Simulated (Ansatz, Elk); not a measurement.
# RbTi2: X-ray structure factors from the self-consistent density, part 2 of 2

Structure refinements treat a crystal as free atoms side by side. For a made-up structure of RbTi2 (cell and positions from a r2SCAN relaxation) the runs below show what the calculated density changes in F(hkl).

Elk 11.2.3 (patched build); all-electron DFT.

So far: Starting point; Ground state and structure factors; The highest occupied states alone.

The structure was built from a prototype and need not be the compound's stable phase.

## (4) Another functional

Level of this step: DFT, LDA (Perdew-Wang), all-electron APW+lo, Dirac cores, scalar-relativistic bands, static density, no spin (Elk).

The difference from free atoms is small, so it is set against the change that LDA (Perdew-Wang) makes.

elk.in

```
tasks
  0
  195

xctype
  3

spinpol
  .false.

rgkmax
  7.0

gmaxvr
  14.0

lmaxo
  7

lmaxapw
  8

swidth
  0.002

tshift
  .false.

ramdisk
  .false.

hmaxvr
  5.5

maxscl
  120

epspot
  1e-06

sppath
  './'

avec
  -6.41453929764 6.41453929764 4.28166207230
  6.41453929764 -6.41453929764 4.28166207230
  6.41453929764 6.41453929764 -4.28166207230

atoms
  2
  'Rb.in'
  1
  0.5000000000 0.5000000000 0.0000000000   0.000000 0.000000 0.000000
  'Ti.in'
  2
  0.2500000000 0.7500000000 0.5000000000   0.000000 0.000000 0.000000
  0.7500000000 0.2500000000 0.5000000000   0.000000 0.000000 0.000000

ngridk
  6 6 6
```

On the command line:

```console
$ OMP_NUM_THREADS=4 elk
```

Numbers of over 12 decimals in the logs are rounded to 6 here.

What it wrote:

```text
┌─────────────────────────┐
│ Elk code version 11.2.3 │
└─────────────────────────┘

All units are atomic (Hartree, Bohr, etc.)

┌─────────────────────────────────────────────────┐
│ Ground-state run starting from atomic densities │
└─────────────────────────────────────────────────┘

Lattice vectors :
  -6.414539298       6.414539298       4.281662072
   6.414539298      -6.414539298       4.281662072
   6.414539298       6.414539298      -4.281662072

Reciprocal lattice vectors :
 -0.1458634408E-16  0.4897612296      0.7337320416
[...]
valence                     :    33.00000000
 interstitial                :    5.709965817
 muffin-tins (core leakage)
  species : 1 (Rb)
[...]
species : 2 (Ti)
   atom 1                    :    19.93462336     ( -0.3408326213E-05)
   atom 2                    :    19.93462336     ( -0.3408326213E-05)
 total in muffin-tins        :    75.29003418
 total calculated charge     :    81.00020120
 total charge                :    81.00000000
 error                       :   0.2012022317E-03

┌──────────────────────────────┐
│ Self-consistent loop stopped │
└──────────────────────────────┘

Wrote STATE.OUT
[key lines of the parts left out:]
total energy                :     -4681.7225917453
```

Elapsed: 7.8 s, on 4 threads of AMD EPYC 9R45 (Zen 5), shared host; peak memory 0.18 GiB; 21 s of CPU time.

Against the first run R = 0.06 %; the largest change is +0.041 at 002.

## (5) Basis size

A smaller basis shows how fast F responds to it; the change is likely larger than the basis error of the first run, but doesn't show convergence.

elk.in: that of step 4 with these lines changed.

```diff
@@ -5,3 +5,3 @@
 xctype
-  3
+  20
 
@@ -11,3 +11,3 @@
 rgkmax
-  7.0
+  5.5
```

On the command line:

```console
$ OMP_NUM_THREADS=4 elk
```

What it wrote:

```text
┌─────────────────────────┐
│ Elk code version 11.2.3 │
└─────────────────────────┘

All units are atomic (Hartree, Bohr, etc.)

┌─────────────────────────────────────────────────┐
│ Ground-state run starting from atomic densities │
└─────────────────────────────────────────────────┘

Lattice vectors :
  -6.414539298       6.414539298       4.281662072
   6.414539298      -6.414539298       4.281662072
   6.414539298       6.414539298      -4.281662072

Reciprocal lattice vectors :
 -0.1458634408E-16  0.4897612296      0.7337320416
[...]
valence                     :    33.00000000
 interstitial                :    5.921170620
 muffin-tins (core leakage)
  species : 1 (Rb)
[...]
species : 2 (Ti)
   atom 1                    :    19.83024303     ( -0.1987686780E-06)
   atom 2                    :    19.83024303     ( -0.1987686780E-06)
 total in muffin-tins        :    75.07882938
 total calculated charge     :    81.00036843
 total charge                :    81.00000000
 error                       :   0.3684344753E-03

┌──────────────────────────────┐
│ Self-consistent loop stopped │
└──────────────────────────────┘

Wrote STATE.OUT
[key lines of the parts left out:]
total energy                :     -4688.7311115229
```

The job ended after 9.4 s (4 threads; peak memory 0.18 GiB).

Against the first run R = 0.07 %; the largest change is -0.140 at 002.

## (6) Basis size

The basis and the expansions that go with it are enlarged, to see whether the differences are converged.

elk.in: that of step 5 with these lines changed.

```diff
@@ -11,12 +11,12 @@
 rgkmax
-  5.5
+  8.5
 
 gmaxvr
-  14.0
+  18.0
 
 lmaxo
-  7
+  9
 
 lmaxapw
-  8
+  10
```

On the command line:

```console
$ OMP_NUM_THREADS=4 elk
```

What it wrote:

```text
┌─────────────────────────┐
│ Elk code version 11.2.3 │
└─────────────────────────┘

All units are atomic (Hartree, Bohr, etc.)

┌─────────────────────────────────────────────────┐
│ Ground-state run starting from atomic densities │
└─────────────────────────────────────────────────┘

Lattice vectors :
  -6.414539298       6.414539298       4.281662072
   6.414539298      -6.414539298       4.281662072
   6.414539298       6.414539298      -4.281662072

Reciprocal lattice vectors :
 -0.1458634408E-16  0.4897612296      0.7337320416
[...]
valence                     :    33.00000000
 interstitial                :    5.671608938
 muffin-tins (core leakage)
  species : 1 (Rb)
[...]
species : 2 (Ti)
   atom 1                    :    19.94804326     ( -0.1987364477E-06)
   atom 2                    :    19.94804326     ( -0.1987364477E-06)
 total in muffin-tins        :    75.32839106
 total calculated charge     :    80.99988214
 total charge                :    81.00000000
 error                       :   0.1178574697E-03

┌──────────────────────────────┐
│ Self-consistent loop stopped │
└──────────────────────────────┘

Wrote STATE.OUT
[key lines of the parts left out:]
total energy                :     -4688.9187032601
```

The job ended after 26 s (4 threads; peak memory 0.37 GiB; 66 s of CPU time).

Against the first run R = 0.02 %; the largest change is +0.023 at 002.

## (7) Settings against the effect

| run | R against the first run (%) | R against neutral atoms, low angle (%) | wall time |
| --- | --- | --- | --- |
| PBE, rgkmax 7 | 0.00 | 0.75 | 12 s |
| LDA (Perdew-Wang) | 0.06 | 0.74 | 7.8 s |
| rgkmax 5.5 | 0.07 | 0.75 | 9.4 s |
| rgkmax 8.5 with larger expansions | 0.02 | 0.75 | 26 s |

## (8) Results

```json
{
  "R against neutral atoms, sin θ/λ < 0.3 Å⁻¹": "0.75 %",
  "R against neutral atoms, 0.3 to 0.79 Å⁻¹": "0.25 %"
}
```

**Reading.** Independent neutral atoms miss the calculated amplitudes by R = 0.75 % below 0.3 Å⁻¹ and 0.25 % from there to 0.79 Å⁻¹; by shells, 0.56 % below 0.15 Å⁻¹ (3 forms), 0.80 % 0.15 to 0.3 (9 forms), 0.23 % 0.3 to 0.45 (22 forms), 0.26 % above 0.45 (115 forms). Bonding, aspherical density and the tables' own atoms all enter these figures, and the runs don't part them. The largest change of an amplitude is -1.12 electrons, at 002. Weak lines can change much in proportion: 002 goes from 2.42 to 1.30. The window's part falls from 9.0 electrons at the origin to at most 0.39 between 0.45 and 0.79 Å⁻¹. Below 0.3 Å⁻¹ the changes that finished (LDA (Perdew-Wang), rgkmax 5.5 and rgkmax 8.5 with larger expansions) move F by R = 0.13 % at most, against the 0.75 % that separates it from free atoms. The k-mesh has no finished test. These runs have no spin, though d or f shells may be open. Part of the difference isn't bonding: the tables are fits to free atoms and ions calculated by other methods than this functional. Thermal motion, anomalous dispersion and extinction are left out.

[Logs are printed without paths, hosts, clocks, repeated set-up lines and the standing remarks that a program may print on its own settings, such as how far it seeks lower states.]

[Hosts, paths, dates, database ids (printed as entryN), source tags and the programs' standing remarks are cut or masked in the printed files.]
